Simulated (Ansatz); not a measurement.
# What ZrCdS3 (model cell, started as cubic perovskite with Zr in the octahedra) distorts into, part 2 of 3

Wanted: the energy along a soft mode of ZrCdS3 (model cell, started as cubic perovskite with Zr in the octahedra) and the structure at the end.

Ansatz 0.2.0; DFT PBEsol, scalar-relativistic, plane waves, PAW; PAW set soft_1.

So far, highest frequency on path, mesh or solved points (cm⁻¹): step 2 (phonons on a q mesh) 467. Also lowest frequency on the path (cm⁻¹): step 2 -184.

The structure was built from a prototype and need not be the compound's stable phase.

## 4. The mode frozen in, largest atomic shift 0.6 Å

The atoms are moved along the unstable eigenvector, the largest shift by 0.6 Å, with the cell fixed.

Input file input.yaml:

```yaml
crystal:
  lattice:
    - [-4.9204475525, 0.0, 0.0]
    - [0.0, -4.9204475525, -4.9204475525]
    - [0.0, -4.9204475525, 4.9204475525]
  atoms:
    - { symbol: Cd, position: [0.0, 0.5, 0.5] }
    - { symbol: Cd, position: [0.0, 0.0, 0.0] }
    - { symbol: Zr, position: [0.5, 0.0, 0.5] }
    - { symbol: Zr, position: [0.5, 0.5, 0.0] }
    - { symbol: S, position: [0.5, 0.1890299364, 0.1890299364] }
    - { symbol: S, position: [0.5, 0.8109700636, 0.8109700636] }
    - { symbol: S, position: [0.5, 0.6890299364, 0.3109700636] }
    - { symbol: S, position: [0.5, 0.3109700636, 0.6890299364] }
    - { symbol: S, position: [1.0, 0.0, 0.5] }
    - { symbol: S, position: [1.0, 0.5, 0.0] }
kpoints:
  mp_grid: { grid: [8, 6, 6] }
hamiltonian:
  xc: pbesol
  pseudopotentials: { kind: paw, azcp: { folder: soft_1 }, xc_functional: pbe }
scf:
  occupations: { method: methfessel_paxton, width: 0.2 }
output:
  forces: true
  stress: true
  eigenvalues: true
```

Run with:

```sh
> ansatz run input.yaml --threads 8 --pin off --max-ram 16384MiB --backend cpu --events-out ev --progress --plain --runs-dir out
```

The program printed:

```text
[...]
Crystal: 10 atoms, lattice volume = 238.256 Å³
Basis set: ecut = 420 eV, 4685 PW (Γ), exchange–correlation on 72×96×96 points (8 copies of the dense FFT grid, shifted against one another)
Bands: 60, of which v1, the nominal top of the filled ones, is band 50 counted from 1 (49 counted from 0)
Symmetry: 16 space group operations
[...]
k-points: 50 of 288
[...]
k-point 0: bands = [... 46 lower, 6.2972, 6.5775, 6.7687, 6.7687, 7.3195, 7.5319, 7.9126, 7.9126, ... 6 higher]
  k-point 1: bands = [... 46 lower, 6.2527, 6.3189, 6.4618, 6.5751, 7.5887, 7.6913, 8.0565, 8.0927, ... 6 higher]
  k-point 2: bands = [... 46 lower, 6.0229, 6.0923, 6.2272, 6.3507, 7.9168, 7.9987, 8.4438, 8.5095, ... 6 higher]
  k-point 49: bands = [... 46 lower, 5.3065, 5.3065, 6.7921, 6.7921, 8.2411, 8.2411, 9.6461, 9.6461, ... 6 higher]
[key lines of the parts left out:]
SCF converged after 9 iterations
Free energy (F): -29942.707063 eV
Fermi energy:    7.442020 eV
P = ⅓ Tr σ = -3.5753 GPa (-35.753 kbar)
```

Run time: 4.2 s. Hardware: 8 threads of AMD EPYC 7B13 (Zen 3), shared host; peak memory 1.2 GiB.

Numbers from this step:

```
pressure                         : -3.575 GPa
energy from the undistorted cell : -198.1 meV/atom
```

The energy, extrapolated to zero smearing, is -198.07 meV/atom against the undistorted cell.

The run ends at a pressure of -3.58 GPa, with forces up to 1.1 eV/Å.

## 5. Energy along the mode, all amplitudes (two of the runs are shown above)

An imaginary frequency means negative curvature, so the energy should fall and then rise again as anharmonic terms take over.

Numbers from this step:

- depth at the lowest point sampled: 198.1 meV/atom
- largest atomic shift at that point: 0.6 Å

The energy from the parent by largest atomic shift:

| largest atomic shift (Å) | energy from the parent (meV/atom) |
| --- | --- |
| 0.000 | 0 |
| 0.040 | -1.28 |
| 0.080 | -5.12 |
| 0.140 | -15.5 |
| 0.220 | -36.6 |
| 0.320 | -72.3 |
| 0.450 | -129 |
| 0.600 | -198 |

Displacement at unit largest shift by atom:

```
atom  x (Å)  y (Å)  z (Å)  size
 Cd1   0.00   0.00   0.00  0.00
 Cd2   0.00   0.00   0.00  0.00
 Zr3   0.00   0.00   0.00  0.00
 Zr4   0.00   0.00   0.00  0.00
  S5   0.00   1.00   0.00  1.00
  S6   0.00  -1.00   0.00  1.00
  S7   0.00   0.00   1.00  1.00
  S8   0.00   0.00  -1.00  1.00
  S9   0.00   0.00   0.00  0.00
 S10   0.00   0.00   0.00  0.00
```

The energy still falls at the last step, so the rise lies beyond the steps tried.

## 6. Relaxing from the distorted cell

Starting from the lowest point found, all atoms and the cell are let go, so that strain and other modes of the same symmetry can join in.

Edit input.yaml of step 4 so:

```diff
@@ -27 +27,6 @@
   eigenvalues: true
+relax:
+  adjacent_minimum: "off"
+  f_tol: 0.002
+  max_steps: 120
+  cell: { stress_tol: 0.03 }
```

The program printed:

```text
[...]
Crystal: 10 atoms, lattice volume = 238.256 Å³
Basis set: ecut = 420 eV, 4685 PW (Γ), exchange–correlation on 72×96×96 points (8 copies of the dense FFT grid, shifted against one another)
Bands: 60, of which v1, the nominal top of the filled ones, is band 50 counted from 1 (49 counted from 0)
Symmetry: 16 space group operations
[...]
k-points: 50 of 288
[...]
SCF iter   1: F=—  HF=-29944.474422 eV  |F-HF|=—  |Δ(HF+E_count)|=         —  Δρ=3.69e-2  dr2=6.41e0  ethr=3.10e-3  ⟨swp⟩=6.3  Hψ=11540  notcnv=0
[...]
SCF iter   9: F=-29942.707063 eV  HF=-29942.707063 eV  |F-HF|=1.70e-9  |Δ(HF+E_count)|=   1.09e-7  S|Δr|=    0.00e0  Δρ=1.90e-6  dr2=1.15e-8  ethr=1.00e-10  ⟨swp⟩=13.1  Hψ=13281  notcnv=0
SCF 1 converged in 9 iterations: F = -29942.707063 eV  dr2 = 1.15e-8
[...]
relax step   1: F+E_penalty+E_count = -29942.70706307 eV  Δ(F+E_penalty+E_count) = +0.000e0 eV  max|allowed force component| = 1.054e0 eV/Å  Δτ_max = 0.0000 Å  P = -3.575 GPa  Ω = 238.256 Å³  (9 SCF iters, dr2 threshold 1.00e-7 eV, accepted)
Crystal: 10 atoms, lattice volume = 226.193 Å³
Basis set: ecut = 420 eV, 4397 PW (Γ), exchange–correlation on 72×96×96 points (8 copies of the dense FFT grid, shifted against one another)
[...]
SCF iter   7: F=-29943.566218 eV  HF=-29943.566218 eV  |F-HF|=2.60e-7  |Δ(HF+E_count)|=   5.87e-7  S|Δr|=    0.00e0  Δρ=1.79e-5  dr2=7.86e-7  ethr=1.00e-9  ⟨swp⟩=5.8  Hψ=14732  notcnv=0
SCF 2 converged in 7 iterations: F = -29943.566218 eV  dr2 = 7.86e-7
relax step   2: F+E_penalty+E_count = -29943.56621766 eV  Δ(F+E_penalty+E_count) = -8.592e-1 eV  max|allowed force component| = 5.345e-1 eV/Å  Δτ_max = 0.1966 Å  P = -1.463 GPa  Ω = 226.193 Å³  energy of the carried Pulay correction = +1.210e-3 eV  (7 SCF iters, dr2 threshold 1.00e-6 eV, accepted)
Crystal: 10 atoms, lattice volume = 220.204 Å³
Basis set: ecut = 420 eV, 4259 PW (Γ), exchange–correlation on 72×96×96 points (8 copies of the dense FFT grid, shifted against one another)
[...]
SCF iter   7: F=-29943.537520 eV  HF=-29943.537520 eV  |F-HF|=2.38e-8  |Δ(HF+E_count)|=   4.98e-7  S|Δr|=    0.00e0  Δρ=1.07e-5  dr2=3.30e-7  ethr=1.00e-9  ⟨swp⟩=5.5  Hψ=14207  notcnv=0
SCF 3 converged in 7 iterations: F = -29943.537520 eV  dr2 = 3.30e-7
relax step   3: F+E_penalty+E_count = -29943.53752009 eV  Δ(F+E_penalty+E_count) = +2.870e-2 eV  max|allowed force component| = 8.257e-1 eV/Å  Δτ_max = 0.1950 Å  P = +0.016 GPa  Ω = 220.204 Å³  energy of the carried Pulay correction = +1.834e-3 eV  (7 SCF iters, dr2 threshold 1.00e-6 eV, rejected (line search))
[...]
relax step   4: F+E_penalty+E_count = -29943.69519662 eV  Δ(F+E_penalty+E_count) = -1.290e-1 eV  max|allowed force component| = 1.480e-1 eV/Å  Δτ_max = 0.0759 Å  P = +0.668 GPa  Ω = 219.362 Å³  energy of the carried Pulay correction = +1.923e-3 eV  (10 SCF iters, accepted)
[...]
relax step   5: F+E_penalty+E_count = -29943.70118443 eV  Δ(F+E_penalty+E_count) = -5.988e-3 eV  max|allowed force component| = 5.281e-2 eV/Å  Δτ_max = 0.0264 Å  P = -0.289 GPa  Ω = 221.098 Å³  energy of the carried Pulay correction = +1.740e-3 eV  (5 SCF iters, dr2 threshold 1.00e-6 eV, accepted)
[...]
relax step   6: F+E_penalty+E_count = -29943.70324243 eV  Δ(F+E_penalty+E_count) = -2.058e-3 eV  max|allowed force component| = 7.083e-4 eV/Å  Δτ_max = 0.0075 Å  P = +0.010 GPa  Ω = 220.654 Å³  energy of the carried Pulay correction = +1.786e-3 eV  (4 SCF iters, dr2 threshold 1.00e-6 eV, accepted)
[...]
relax step   7: F+E_penalty+E_count = -29943.70325197 eV  Δ(F+E_penalty+E_count) = -9.540e-6 eV  max|allowed force component| = 6.663e-4 eV/Å  Δτ_max = 0.0004 Å  P = +0.001 GPa  Ω = 220.718 Å³  energy of the carried Pulay correction = +1.780e-3 eV  (5 SCF iters, dr2 threshold 2.29e-9 eV, accepted)
Basis set: ecut = 420 eV, 4267 PW (Γ), exchange–correlation on 64×96×96 points (8 copies of the dense FFT grid, shifted against one another)
[...]
SCF iter   5: F=-29943.701504 eV  HF=-29943.701504 eV  |F-HF|=7.28e-12  |Δ(HF+E_count)|=  4.51e-10  S|Δr|=    0.00e0  Δρ=8.88e-8  dr2=1.11e-11  ethr=1.00e-12  ⟨swp⟩=7.5  Hψ=13049  notcnv=0
SCF 8 converged in 5 iterations: F = -29943.701504 eV  dr2 = 1.11e-11
relax step   8: F+E_penalty+E_count = -29943.70150421 eV  Δ(F+E_penalty+E_count) = +1.748e-3 eV  max|allowed force component| = 7.111e-4 eV/Å  Δτ_max = 0.0000 Å  P = +0.000 GPa  Ω = 220.718 Å³  stress off target by 8.62e-4 GPa  SCF on the basis re-selected at this cell (its energy is not comparable with the rows above)  (5 SCF iters)
basis re-selected at this cell: Δ(F+E_penalty+E_count) = +1.748e-3 eV, ΔP = -0.000 GPa vs the last step (what re-selecting the basis moved, of the pressure what is left beyond the Pulay correction that the steps carried, after the strain that the cell walked since its last selection, with what the two solves' SCF thresholds leave and, on support functions, any second-order correction that the steps lacked; it is no measure of the basis error at this ecutwfc). The dense FFT grid was sized anew with the basis: this SCF ran on 32×48×48 points, the steps before it on 36×48×48, so part of this shift can come from that change (see relax.cell in the input reference). [rest of the remark cut]
SCF converged after 5 iterations
[...]
Free energy (F): -29943.701504 eV
[...]
Internal energy: -29943.706338 eV  (E = F + TS)
E sigma→0 (E₀):  -29943.702713 eV
Entropy (-TS):   0.004834 eV (0.483 meV/atom)
Fermi energy:    8.434345 eV
[...]
--- Forces (eV/Å), atoms counted from 1 ---
  atom   1  Cd    -0.00000000    -0.00000000     0.00000000
  atom   2  Cd     0.00000000     0.00000000    -0.00000000
  atom   3  Zr    -0.00000000    -0.00000000     0.00000000
  atom   4  Zr     0.00000000     0.00000000    -0.00000000
  atom   5  S     -0.00000000     0.00071113     0.00000000
  atom   6  S      0.00000000    -0.00071113    -0.00000000
  atom   7  S      0.00000000    -0.00000000     0.00071113
  atom   8  S     -0.00000000     0.00000000    -0.00071113
  atom   9  S      0.00000000    -0.00000000     0.00000000
  atom  10  S     -0.00000000    -0.00000000     0.00000000
  max |Σ_I F_I| component: 3.47e-18 eV/Å
--- Stress (GPa, compression-positive) ---
       -0.000332       0.000000      -0.000000
        0.000000       0.000862       0.000000
       -0.000000       0.000000       0.000862
  P = ⅓ Tr σ = 0.0005 GPa (0.005 kbar)
--- Band table (eV; the first three rows and the last of 50) ---
  k-point 0: bands = [... 46 lower, 7.2639, 7.3769, 8.1606, 8.1606, 8.2171, 8.7196, 8.8961, 8.8961, ... 6 higher]
  k-point 1: bands = [... 46 lower, 7.1656, 7.3060, 7.6800, 7.9611, 8.6053, 8.9177, 8.9800, 9.0508, ... 6 higher]
  k-point 2: bands = [... 46 lower, 6.8866, 7.1635, 7.2779, 7.6852, 9.1455, 9.2645, 9.3066, 9.4257, ... 6 higher]
  k-point 49: bands = [... 46 lower, 6.8028, 6.8028, 7.3380, 7.3380, 10.0992, 10.0992, 10.6337, 10.6337, ... 6 higher]
--- Relaxed structure (7 steps of the walk, 6 accepted, 1 SCFs on fresh bases) ---
  F+E_penalty+E_count = -29943.70150421 eV   max|allowed force component| = 7.111e-4 eV/Å   (the final SCF, on the basis selected at the relaxed cell)
  cell:  # Å, volume = 220.7178 Å³
    - [-4.784196, 0, 0]
    - [0, -4.802852, -4.802852]
    - [0, -4.802852, 4.802852]
  atoms:
    - { symbol: Cd, position: [0, 0.500000, 0.500000] }
    - { symbol: Cd, position: [0, 4.230648e-19, -1.410216e-19] }
    - { symbol: Zr, position: [0.500000, 0.0, 0.500000] }
    - { symbol: Zr, position: [0.500000, 0.500000, 0.0] }
    - { symbol: S, position: [0.500000, 0.159459, 0.159459] }
    - { symbol: S, position: [0.500000, 0.840541, 0.840541] }
    - { symbol: S, position: [0.500000, 0.659459, 0.340541] }
    - { symbol: S, position: [0.500000, 0.340541, 0.659459] }
    - { symbol: S, position: [1.000000, 0.0, 0.500000] }
    - { symbol: S, position: [1.000000, 0.500000, 0.0] }
```

It took 36 s on 8 threads; peak memory 1.3 GiB; 4.4 min of CPU time.

The steps of the relaxation:

```csv
step,energy less that of the first step (eV),largest force component (eV/Å),pressure (GPa),volume (Å³)
1,0.0000,1.0541,-3.58,238.26
2,-0.8592,0.5345,-1.46,226.19
3,-0.8305,0.8257,0.02,220.20
4,-0.9881,0.1480,0.67,219.36
5,-0.9941,0.0528,-0.29,221.10
6,-0.9962,0.0007,0.01,220.65
7,-0.9962,0.0007,0.00,220.72
8*,-0.9944,0.0007,0.00,220.72
```

Relaxation steps marked * repeat the geometry before them on a plane-wave basis chosen anew for their cell, so energy and pressure can jump there. Relaxation step 3 was tried and not accepted.

The run keeps the 16 symmetry operations that the program found, so distortions that break them were not tested.

```csv
cell as run,before,after,change
a (Å),4.920,4.784,-2.8 %
b (Å),6.959,6.792,-2.4 %
c (Å),6.959,6.792,-2.4 %
volume (Å³/atom),23.83,22.07,-7.4 %
```

The atoms that moved most (Å, as changes of fractional coordinates times the final cell):

```
atom     dx      dy      dz  length
  S8  0.000   0.000  -0.284   0.284
  S5  0.000   0.284   0.000   0.284
  S7  0.000   0.000   0.284   0.284
  S6  0.000  -0.284   0.000   0.284
```

This step gave:

| Property | Result |
| --- | --- |
| pressure | 4.64e-4 GPa |
| volume per atom | 22.07 Å³ |

The distorted start has space group P4/mbm; the relaxation ends in P4/mbm.

## 7. The new phase in its own primitive cell

The relaxed structure is symmetrised, reduced to its primitive cell and relaxed tightly, as its phonons need.

input.yaml, the sections that differ from step 6:

```yaml
crystal:
  lattice:
    - [6.7922584286, 0.0, 0.0]
    - [0.0, 6.7922584286, 0.0]
    - [0.0, 0.0, 4.7841958236]
  atoms:
    - { symbol: Cd, position: [0.5, 0.0, 0.0] }
    - { symbol: Cd, position: [0.0, 0.5, 0.0] }
    - { symbol: Zr, position: [0.0, 0.0, 0.5] }
    - { symbol: Zr, position: [0.5, 0.5, 0.5] }
    - { symbol: S, position: [0.1594591168, 0.6594591168, 0.5] }
    - { symbol: S, position: [0.8405408832, 0.3405408832, 0.5] }
    - { symbol: S, position: [0.6594591168, 0.8405408832, 0.5] }
    - { symbol: S, position: [0.3405408832, 0.1594591168, 0.5] }
    - { symbol: S, position: [0.0, 0.0, 0.0] }
    - { symbol: S, position: [0.5, 0.5, 0.0] }
kpoints:
  mp_grid: { grid: [6, 6, 8] }
relax:
  adjacent_minimum: "off"
  f_tol: 0.001
  max_steps: 60
  cell: { stress_tol: 0.01 }
# hamiltonian, scf, output: as in step 6
```

The program printed:

```text
[...]
Crystal: 10 atoms, lattice volume = 220.718 Å³
Basis set: ecut = 420 eV, 4267 PW (Γ), exchange–correlation on 96×96×64 points (8 copies of the dense FFT grid, shifted against one another)
Bands: 60, of which v1, the nominal top of the filled ones, is band 50 counted from 1 (49 counted from 0)
Symmetry: 16 space group operations
[...]
k-points: 50 of 288
[...]
- { symbol: Cd, position: [0.0, 0.5, 0.0] }
    - { symbol: Zr, position: [0.0, 0.0, 0.500000] }
    - { symbol: Zr, position: [0.5, 0.5, 0.500000] }
    - { symbol: S, position: [0.1594591168, 0.659459, 0.500000] }
    - { symbol: S, position: [0.840541, 0.3405408832, 0.500000] }
    - { symbol: S, position: [0.659459, 0.840541, 0.500000] }
    - { symbol: S, position: [0.3405408832, 0.1594591168, 0.500000] }
    - { symbol: S, position: [0.0, 0.0, 0.0] }
    - { symbol: S, position: [0.5, 0.5, 0.0] }
[key lines of the parts left out:]
SCF converged after 7 iterations
Free energy (F): -29943.701504 eV
Fermi energy:    8.434345 eV
P = ⅓ Tr σ = 0.0005 GPa (0.005 kbar)
```

Wall time 10 s (8 threads); peak memory 1.2 GiB.

Little changed from the start: no atom moved by 0.005 Å and no cell edge by 0.1 %.

Numbers from this step:

```
pressure : 4.61e-4 GPa
```

The largest force component left is 0.50 meV/Å and the pressure is 0.000 GPa, within the tolerances set. The cell now holds 22.07 Å³/atom.

(Part 2 of 3 ends here.)

[Long decimals in the printed logs are rounded to 6 places.]

[Logs are printed without paths, hosts, clocks, repeated set-up lines and the standing remarks that a program may print on its own settings, such as how far it seeks lower states.]

[Hosts, paths, dates, database ids (printed as entryN), source tags and the programs' standing remarks are cut or masked in the printed files.]

[Where the starting crystal was built by hand or by swapping elements, it need not be the compound's stable phase.]
